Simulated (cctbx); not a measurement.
# CeGdSi2Ni2 across an absorption edge

Space group P6_3/mmc (no. 194), a = 4.0090 Å, b = 4.0090 Å, c = 15.3900 Å, α = 90.00°, β = 90.00°, γ = 120.00°.

```
atom  mult.    x    y       z  Ueq (Å²)
 Gd1      2    0    0     1/4    0.0216
 Ce1      2    0    0       0    0.0134
 Ni1      4  1/3  2/3  0.3518    0.0207
 Si1      4  1/3  2/3  0.6164    0.0183
```

The model is made up (kin elements in a known structure type, no relaxation), so it says nothing on whether the phase exists.

Calculated with cctbx: free-atom f′ and f″ from the Sasaki tables, no fine structure; amplitudes in electrons.

| E (eV) | F 1 0 2 | F 0 0 4 | F 2 0 2 | F 1 1 2 |
| --- | --- | --- | --- | --- |
| 5123 | 6.4 | 64.5 | 4.0 | 28.4 |
| 5473 | 9.2 | 60.0 | 6.6 | 31.3 |
| 5603 | 12.1 | 56.5 | 9.3 | 34.1 |
| 5663 | 14.9 | 53.3 | 11.9 | 36.9 |
| 5693 | 17.8 | 50.3 | 14.6 | 39.6 |
| 5708 | 20.7 | 47.4 | 17.4 | 42.4 |
| 5715 | 23.2 | 44.9 | 19.8 | 44.9 |
| 5719 | 25.9 | 42.2 | 22.3 | 47.5 |
| 5727 | 29.7 | 46.6 | 26.2 | 50.0 |
| 5731 | 26.3 | 49.7 | 23.2 | 46.6 |
| 5738 | 23.6 | 52.3 | 20.7 | 43.7 |
| 5753 | 20.7 | 55.1 | 18.1 | 40.6 |
| 5783 | 18.0 | 57.6 | 15.7 | 37.7 |
| 5873 | 14.6 | 60.7 | 12.8 | 33.6 |
| 6123 | 13.3 | 59.6 | 11.6 | 32.4 |

**Question.** Which edge is crossed, and why do the reflections move as they do?

The L3 edge of Ce. The edge is at 5723 eV. f′ of Ce falls from -11.8 e at 5603 eV to -19.2 e at 4 eV below it, and f″ steps from 3.52 to 10.71 e across it. Over that approach |F| changes by +114 % (1 0 2), -25 % (0 0 4), +140 % (2 0 2) and +39 % (1 1 2): a reflection falls where Ce scatters in phase with the total and rises where it scatters against it; it hardly moves where the Ce term is small or cancels by symmetry. Above the edge the larger f″ enters the imaginary part, where it can add to or cancel the other atoms' f″. The structure is centrosymmetric, so Friedel mates stay equal.

[Logs are printed without paths, hosts, clocks, repeated set-up lines and the standing remarks that a program may print on its own settings, such as how far it seeks lower states.]
